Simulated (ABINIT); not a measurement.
**Beyond one shot: SiO2 (Stishovite)**

Aim: iterate the self-energy on SiO2 (Stishovite) and follow the gap from cycle to cycle.

Program: ABINIT 10.8.3. Level of theory: PBE and many-body steps on it, plane waves. Results are calculated unless marked as measured.

Report form: the programs' logs are mostly left out.

### 1. Starting point

It takes space group P4_2/mnm (No. 136, tetragonal). Conventional cell: a = 4.177 Å, b = 4.177 Å, c = 2.665 Å, α = 90.00°, β = 90.00°, γ = 90.00°. Si has 6 O at 1.76 to 1.81 Å nearest. O has 3 Si at 1.76 to 1.81 Å nearest. Farther neighbours and most contacts between anions are not listed.

The cell and positions come from the Crystallography Open Database and are kept as given unless a step says otherwise.

### 2. Empty states on the mesh, 4×4×4 mesh, 145 bands

This step: ABINIT 10.8.3; DFT, PBE, plane waves, norm-conserving pseudopotentials.

The sums over transitions need many empty states on a uniform mesh; this step solves for them.

File run.abi:

```
acell 3*1.0 Angstrom
rprim 
  4.177300000000 0.000000000000 0.000000000000
  0.000000000000 4.177300000000 0.000000000000
  0.000000000000 0.000000000000 2.665200000000
ntypat 2
znucl 14 8
natom 6
typat 1 1 2 2 2 2
xred 
  0.000000000000 0.000000000000 0.000000000000
  0.500000000000 0.500000000000 0.500000000000
  0.305900000000 0.305900000000 0.000000000000
  0.194100000000 0.805900000000 0.500000000000
  0.694100000000 0.694100000000 0.000000000000
  0.805900000000 0.194100000000 0.500000000000
pp_dirpath "pseudos"
pseudos "Si.upf, O.upf"
ecut 36
ngkpt 4 4 4
nshiftk 1
shiftk 0 0 0
kptopt 1
chksymbreak 0
irdden 1
istwfk *1
nband 145
prtvol 0
optdriver 6
gwr_task "HDIAGO"
paral_kgb 0
occopt 1
indata_prefix "in"
outdata_prefix "out"
tmpdata_prefix "tmp"
```

On the command line:

```bash
OMP_NUM_THREADS=1 mpirun -n 8 abinit run.abi > log
```

Wall time 67 s (8 MPI ranks of Arm Neoverse V2, shared host); peak memory 5 GiB.

Numbers from this step:

- gap: 5.686 eV
- k of the valence top: 0, 0, 0
- k of the conduction bottom: 0, 0, 0
- least direct gap: 5.686 eV
- k points computed: 18
- lowest point of the top converged band, above the valence top: 95.2639 eV

On this mesh the gap is 5.686 eV.

The density comes from a self-consistent run that is not shown.

### 3. Screening, 4×4×4 mesh, 137 bands, screening to 195.9 eV

The RPA dielectric matrix is built and inverted for each q.

This step: RPA screening on PBE, plane waves, norm-conserving pseudopotentials.

Edit run.abi of step 2 so:

```diff
@@ -24,10 +24,11 @@
 chksymbreak 0
-irdden 1
 istwfk *1
-nband 145
-prtvol 0
-optdriver 6
-gwr_task "HDIAGO"
-paral_kgb 0
 occopt 1
+irdwfk 1
+optdriver 3
+nband 137
+ecuteps 7.2
+inclvkb 2
+awtr 1
+symchi 1
 indata_prefix "in"
```

It took 61 s on 8 MPI ranks; peak memory 2.4 GiB; 8.1 min of CPU time.

This step gave:

| Item | Value |
| --- | --- |
| ε∞ with local fields, on this mesh, along the program's q direction | 3.369 |
| the same without local fields | 3.639 |
| plasma frequency | 30.80 eV |
| plane waves in the screening matrix | 283 |

Local fields lower ε∞ by 7 %. On a Γ-centred mesh this coarse the value itself is usually too large, while a short band sum pulls it down.

### 4. G0W0

The self-energy is evaluated for the states that the input lists, and the levels follow from it, in one-shot runs by the linearised quasiparticle equation.

This step: G0W0 on PBE, plane waves, norm-conserving pseudopotentials.

Edit run.abi of step 3 so:

```diff
@@ -27,8 +27,25 @@
 irdwfk 1
-optdriver 3
+optdriver 4
 nband 137
+gwcalctyp 0
+ecutsigx 36
+symsigma 1
+nkptgw 6
+kptgw 
+  0.0000000000 0.0000000000 0.0000000000
+  0.5000000000 0.0000000000 0.0000000000
+  0.5000000000 0.5000000000 0.0000000000
+  0.0000000000 0.0000000000 0.5000000000
+  0.5000000000 0.0000000000 0.5000000000
+  0.5000000000 0.5000000000 0.5000000000
+bdgw 
+  14 18
+  15 18
+  15 18
+  15 18
+  15 18
+  15 18
 ecuteps 7.2
-inclvkb 2
-awtr 1
-symchi 1
+irdscr 1
+ppmodel 1
 indata_prefix "in"
```

Run time: 31 s. Hardware: 8 MPI ranks; peak memory 2.3 GiB; 4.2 min of CPU time.

This step gave:

| Quantity | Value |
| --- | --- |
| G0W0 gap on the mesh | 8.021 eV |
| starting gap on the mesh | 5.686 eV |
| k of the valence top | 0, 0, 0 |
| k of the conduction bottom | 0, 0, 0 |
| Z at the valence top | 0.82 |
| Z at the conduction bottom | 0.847 |
| least direct G0W0 gap on the computed points | 8.021 eV |

The gap on the mesh goes from 5.69 eV to 8.02 eV, a correction of +2.33 eV.

### 5. evGW0, cycle 1

This step: evGW0 on PBE, plane waves, norm-conserving pseudopotentials.

Edit run.abi of step 4 so:

```diff
@@ -29,20 +29,44 @@
 nband 137
-gwcalctyp 0
+gwcalctyp 10
 ecutsigx 36
 symsigma 1
-nkptgw 6
+nkptgw 18
 kptgw 
   0.0000000000 0.0000000000 0.0000000000
+  0.2500000000 0.0000000000 0.0000000000
   0.5000000000 0.0000000000 0.0000000000
+  0.2500000000 0.2500000000 0.0000000000
+  0.5000000000 0.2500000000 0.0000000000
   0.5000000000 0.5000000000 0.0000000000
+  0.0000000000 0.0000000000 0.2500000000
+  0.2500000000 0.0000000000 0.2500000000
+  0.5000000000 0.0000000000 0.2500000000
+  0.2500000000 0.2500000000 0.2500000000
+  0.5000000000 0.2500000000 0.2500000000
+  0.5000000000 0.5000000000 0.2500000000
   0.0000000000 0.0000000000 0.5000000000
+  0.2500000000 0.0000000000 0.5000000000
   0.5000000000 0.0000000000 0.5000000000
+  0.2500000000 0.2500000000 0.5000000000
+  0.5000000000 0.2500000000 0.5000000000
   0.5000000000 0.5000000000 0.5000000000
 bdgw 
-  14 18
-  15 18
-  15 18
-  15 18
-  15 18
-  15 18
+  5 22
+  5 22
+  5 22
+  5 22
+  5 22
+  5 22
+  5 22
+  5 22
+  5 22
+  5 22
+  5 22
+  5 22
+  5 22
+  5 22
+  5 22
+  5 22
+  5 22
+  5 22
 ecuteps 7.2
```

Elapsed: 9.4 min, on 8 MPI ranks; peak memory 4.7 GiB; 76 min of CPU time.

This step gave:

- quasiparticle gap on the mesh: 8.48 eV
- gap of the density functional on the mesh: 5.686 eV
- k of the valence top: 0, 0, 0
- k of the conduction bottom: 0, 0, 0
- Z at the valence top: 0.82
- Z at the conduction bottom: 0.847
- least direct quasiparticle gap on the computed points: 8.48 eV

Against G0W0 in ABINIT (4×4×4 mesh, 137 bands, screening to 195.9 eV, Godby-Needs plasmon pole), the gap moves by +0.459 eV. This first cycle still uses the starting levels; it takes the full correction, at all points of the mesh, and its linearised value is 8.021 eV.

### 6. evGW0, cycle 2

The corrected levels of the last cycle go back in.

Edit run.abi of step 5 so:

```diff
@@ -74,2 +74,3 @@
 ppmodel 1
+irdqps 1
 indata_prefix "in"
```

Elapsed: 9.4 min, on 8 MPI ranks; peak memory 4.8 GiB.

This step gave:

```yaml
quasiparticle_gap_on_the_mesh: 8.350 eV
gap_of_the_density_functional_on_the_mesh: 5.686 eV
k_of_the_valence_top: 0, 0, 0
k_of_the_conduction_bottom: 0, 0, 0
least_direct_quasiparticle_gap_on_the_computed_points: 8.350 eV
```

Against the cycle before, the gap moves by −0.130 eV.

### 7. evGW0, cycle 3

run.abi is that of step 6.

Elapsed: 9.4 min, on 8 MPI ranks; peak memory 4.8 GiB; 75 min of CPU time.

This step gave:

* quasiparticle gap on the mesh: 8.349 eV
* gap of the density functional on the mesh: 5.686 eV
* k of the valence top: 0, 0, 0
* k of the conduction bottom: 0, 0, 0
* least direct quasiparticle gap on the computed points: 8.349 eV

Against the cycle before, the gap moves by −0.001 eV.

### 8. Screening, 4×4×4 mesh, 137 bands, screening to 195.9 eV

This step: RPA screening on PBE, plane waves, norm-conserving pseudopotentials.

File run.abi:

```
acell 3*1.0 Angstrom
rprim 
  4.177300000000 0.000000000000 0.000000000000
  0.000000000000 4.177300000000 0.000000000000
  0.000000000000 0.000000000000 2.665200000000
ntypat 2
znucl 14 8
natom 6
typat 1 1 2 2 2 2
xred 
  0.000000000000 0.000000000000 0.000000000000
  0.500000000000 0.500000000000 0.500000000000
  0.305900000000 0.305900000000 0.000000000000
  0.194100000000 0.805900000000 0.500000000000
  0.694100000000 0.694100000000 0.000000000000
  0.805900000000 0.194100000000 0.500000000000
pp_dirpath "pseudos"
pseudos "Si.upf, O.upf"
ecut 36
ngkpt 4 4 4
nshiftk 1
shiftk 0 0 0
kptopt 1
chksymbreak 0
istwfk *1
occopt 1
irdwfk 1
optdriver 3
nband 137
ecuteps 7.2
inclvkb 2
awtr 1
symchi 1
gwcalctyp 10
mbpt_sciss 3.227 eV
nqptdm 1
qptdm 
  0 0 0
indata_prefix "in"
outdata_prefix "out"
tmpdata_prefix "tmp"
```

Elapsed: 13 s, on 8 MPI ranks; peak memory 2.4 GiB; 1.7 min of CPU time.

Numbers from this step:

```yaml
eps_infinity_with_local_fields_on_this_mesh_along_the_program_s_q_direction: 2.954
the_same_without_local_fields: 3.152
plasma_frequency: 30.80 eV
plane_waves_in_the_screening_matrix: 283
```

This screening uses the functional's bands under a rigid shift, the mean opening of the cycle before.

### 9. Screening, 4×4×4 mesh, 137 bands, screening to 195.9 eV

This step: RPA screening on PBE from quasiparticle energies, plane waves, norm-conserving pseudopotentials.

Edit run.abi of step 8 so:

```diff
@@ -33,7 +33,23 @@
 symchi 1
+irdqps 1
 gwcalctyp 10
-mbpt_sciss 3.227 eV
-nqptdm 1
+nqptdm 17
 qptdm 
-  0 0 0
+  0.2500000000 0.0000000000 0.0000000000
+  0.5000000000 0.0000000000 0.0000000000
+  0.2500000000 0.2500000000 0.0000000000
+  0.5000000000 0.2500000000 0.0000000000
+  0.5000000000 0.5000000000 0.0000000000
+  0.0000000000 0.0000000000 0.2500000000
+  0.2500000000 0.0000000000 0.2500000000
+  0.5000000000 0.0000000000 0.2500000000
+  0.2500000000 0.2500000000 0.2500000000
+  0.5000000000 0.2500000000 0.2500000000
+  0.5000000000 0.5000000000 0.2500000000
+  0.0000000000 0.0000000000 0.5000000000
+  0.2500000000 0.0000000000 0.5000000000
+  0.5000000000 0.0000000000 0.5000000000
+  0.2500000000 0.2500000000 0.5000000000
+  0.5000000000 0.2500000000 0.5000000000
+  0.5000000000 0.5000000000 0.5000000000
 indata_prefix "in"
```

File mrgscr.stdin:

```
2
merged
q0_SCR
out_SCR
1
```

On the command line:

```bash
OMP_NUM_THREADS=1 mpirun -n 8 abinit run.abi > log; mrgscr < mrgscr.stdin
```

The job ended after 50 s (8 MPI ranks; peak memory 2.2 GiB; 6.6 min of CPU time).

This step gave:

```yaml
plasma_frequency: 30.80 eV
plane_waves_in_the_screening_matrix: 283
```

This screening reads the quasiparticle levels of the cycle before.

### 10. evGW, cycle 1

This step: evGW on PBE, plane waves, norm-conserving pseudopotentials.

Edit run.abi of step 9 so:

```diff
@@ -27,12 +27,10 @@
 irdwfk 1
-optdriver 3
+optdriver 4
 nband 137
-ecuteps 7.2
-inclvkb 2
-awtr 1
-symchi 1
-irdqps 1
 gwcalctyp 10
-nqptdm 17
-qptdm 
+ecutsigx 36
+symsigma 1
+nkptgw 18
+kptgw 
+  0.0000000000 0.0000000000 0.0000000000
   0.2500000000 0.0000000000 0.0000000000
@@ -54,2 +52,25 @@
   0.5000000000 0.5000000000 0.5000000000
+bdgw 
+  5 22
+  5 22
+  5 22
+  5 22
+  5 22
+  5 22
+  5 22
+  5 22
+  5 22
+  5 22
+  5 22
+  5 22
+  5 22
+  5 22
+  5 22
+  5 22
+  5 22
+  5 22
+ecuteps 7.2
+irdscr 1
+ppmodel 1
+irdqps 1
 indata_prefix "in"
```

On the command line:

```bash
OMP_NUM_THREADS=1 mpirun -n 8 abinit run.abi > log
```

The job ended after 9.4 min (8 MPI ranks; peak memory 4.8 GiB).

Numbers from this step:

- quasiparticle gap on the mesh: 8.813 eV
- gap of the density functional on the mesh: 5.686 eV
- k of the valence top: 0, 0, 0
- k of the conduction bottom: 0, 0, 0
- least direct quasiparticle gap on the computed points: 8.813 eV

Against G0W0 in ABINIT (4×4×4 mesh, 137 bands, screening to 195.9 eV, Godby-Needs plasmon pole), the gap moves by +0.792 eV.

### 11. Screening, 4×4×4 mesh, 137 bands, screening to 195.9 eV

This step: RPA screening on PBE, plane waves, norm-conserving pseudopotentials.

File run.abi:

```
acell 3*1.0 Angstrom
rprim 
  4.177300000000 0.000000000000 0.000000000000
  0.000000000000 4.177300000000 0.000000000000
  0.000000000000 0.000000000000 2.665200000000
ntypat 2
znucl 14 8
natom 6
typat 1 1 2 2 2 2
xred 
  0.000000000000 0.000000000000 0.000000000000
  0.500000000000 0.500000000000 0.500000000000
  0.305900000000 0.305900000000 0.000000000000
  0.194100000000 0.805900000000 0.500000000000
  0.694100000000 0.694100000000 0.000000000000
  0.805900000000 0.194100000000 0.500000000000
pp_dirpath "pseudos"
pseudos "Si.upf, O.upf"
ecut 36
ngkpt 4 4 4
nshiftk 1
shiftk 0 0 0
kptopt 1
chksymbreak 0
istwfk *1
occopt 1
irdwfk 1
optdriver 3
nband 137
ecuteps 7.2
inclvkb 2
awtr 1
symchi 1
gwcalctyp 10
mbpt_sciss 3.723 eV
nqptdm 1
qptdm 
  0 0 0
indata_prefix "in"
outdata_prefix "out"
tmpdata_prefix "tmp"
```

Run time: 14 s. Hardware: 8 MPI ranks; peak memory 2.4 GiB; 1.8 min of CPU time.

This step gave:

- ε∞ with local fields, on this mesh, along the program's q direction: 2.903
- the same without local fields: 3.094
- plasma frequency: 30.80 eV
- plane waves in the screening matrix: 283

This screening uses the functional's bands under a rigid shift, the mean opening of the cycle before.

### 12. Screening, 4×4×4 mesh, 137 bands, screening to 195.9 eV

This step: RPA screening on PBE from quasiparticle energies, plane waves, norm-conserving pseudopotentials.

Edit run.abi of step 11 so:

```diff
@@ -33,7 +33,23 @@
 symchi 1
+irdqps 1
 gwcalctyp 10
-mbpt_sciss 3.723 eV
-nqptdm 1
+nqptdm 17
 qptdm 
-  0 0 0
+  0.2500000000 0.0000000000 0.0000000000
+  0.5000000000 0.0000000000 0.0000000000
+  0.2500000000 0.2500000000 0.0000000000
+  0.5000000000 0.2500000000 0.0000000000
+  0.5000000000 0.5000000000 0.0000000000
+  0.0000000000 0.0000000000 0.2500000000
+  0.2500000000 0.0000000000 0.2500000000
+  0.5000000000 0.0000000000 0.2500000000
+  0.2500000000 0.2500000000 0.2500000000
+  0.5000000000 0.2500000000 0.2500000000
+  0.5000000000 0.5000000000 0.2500000000
+  0.0000000000 0.0000000000 0.5000000000
+  0.2500000000 0.0000000000 0.5000000000
+  0.5000000000 0.0000000000 0.5000000000
+  0.2500000000 0.2500000000 0.5000000000
+  0.5000000000 0.2500000000 0.5000000000
+  0.5000000000 0.5000000000 0.5000000000
 indata_prefix "in"
```

mrgscr.stdin is that of step 9.

On the command line:

```bash
OMP_NUM_THREADS=1 mpirun -n 8 abinit run.abi > log; mrgscr < mrgscr.stdin
```

Elapsed: 54 s, on 8 MPI ranks; peak memory 2.2 GiB.

This step gave:

- plasma frequency: 30.80 eV
- plane waves in the screening matrix: 283

This screening reads the quasiparticle levels of the cycle before.

### 13. evGW, cycle 2

This step: evGW on PBE, plane waves, norm-conserving pseudopotentials.

Edit run.abi of step 12 so:

```diff
@@ -27,12 +27,10 @@
 irdwfk 1
-optdriver 3
+optdriver 4
 nband 137
-ecuteps 7.2
-inclvkb 2
-awtr 1
-symchi 1
-irdqps 1
 gwcalctyp 10
-nqptdm 17
-qptdm 
+ecutsigx 36
+symsigma 1
+nkptgw 18
+kptgw 
+  0.0000000000 0.0000000000 0.0000000000
   0.2500000000 0.0000000000 0.0000000000
@@ -54,2 +52,25 @@
   0.5000000000 0.5000000000 0.5000000000
+bdgw 
+  5 22
+  5 22
+  5 22
+  5 22
+  5 22
+  5 22
+  5 22
+  5 22
+  5 22
+  5 22
+  5 22
+  5 22
+  5 22
+  5 22
+  5 22
+  5 22
+  5 22
+  5 22
+ecuteps 7.2
+irdscr 1
+ppmodel 1
+irdqps 1
 indata_prefix "in"
```

On the command line:

```bash
OMP_NUM_THREADS=1 mpirun -n 8 abinit run.abi > log
```

Wall time 9.5 min (8 MPI ranks); peak memory 4.7 GiB.

Numbers from this step:

```yaml
quasiparticle_gap_on_the_mesh: 8.854 eV
gap_of_the_density_functional_on_the_mesh: 5.686 eV
k_of_the_valence_top: 0, 0, 0
k_of_the_conduction_bottom: 0, 0, 0
least_direct_quasiparticle_gap_on_the_computed_points: 8.854 eV
```

Against the cycle before, the gap moves by +0.041 eV.

[end of part 1 of 2]

[Paths, hosts, dates, memory and timing lines, banners, echoed tables and standing remarks are left out of the program output.]

[Logs are printed without paths, hosts, clocks, repeated set-up lines and the standing remarks that a program may print on its own settings, such as how far it seeks lower states.]

[Runs of the session that timed out or met a known fault of the program may be left out.]

[Hosts, paths, dates, database ids (printed as entryN), source tags and the programs' standing remarks are cut or masked in the printed files.]

[G0W0 gaps are taken among the corrected bands and points alone; a level outside them can change the order at an edge.]

[Where Ansatz stands beside ABINIT at settings called matched, ABINIT's density can come from a denser mesh and the files from another edition; pairs whose starting gaps differed by over 0.03 eV were left out, so agreement reads better than it is.]
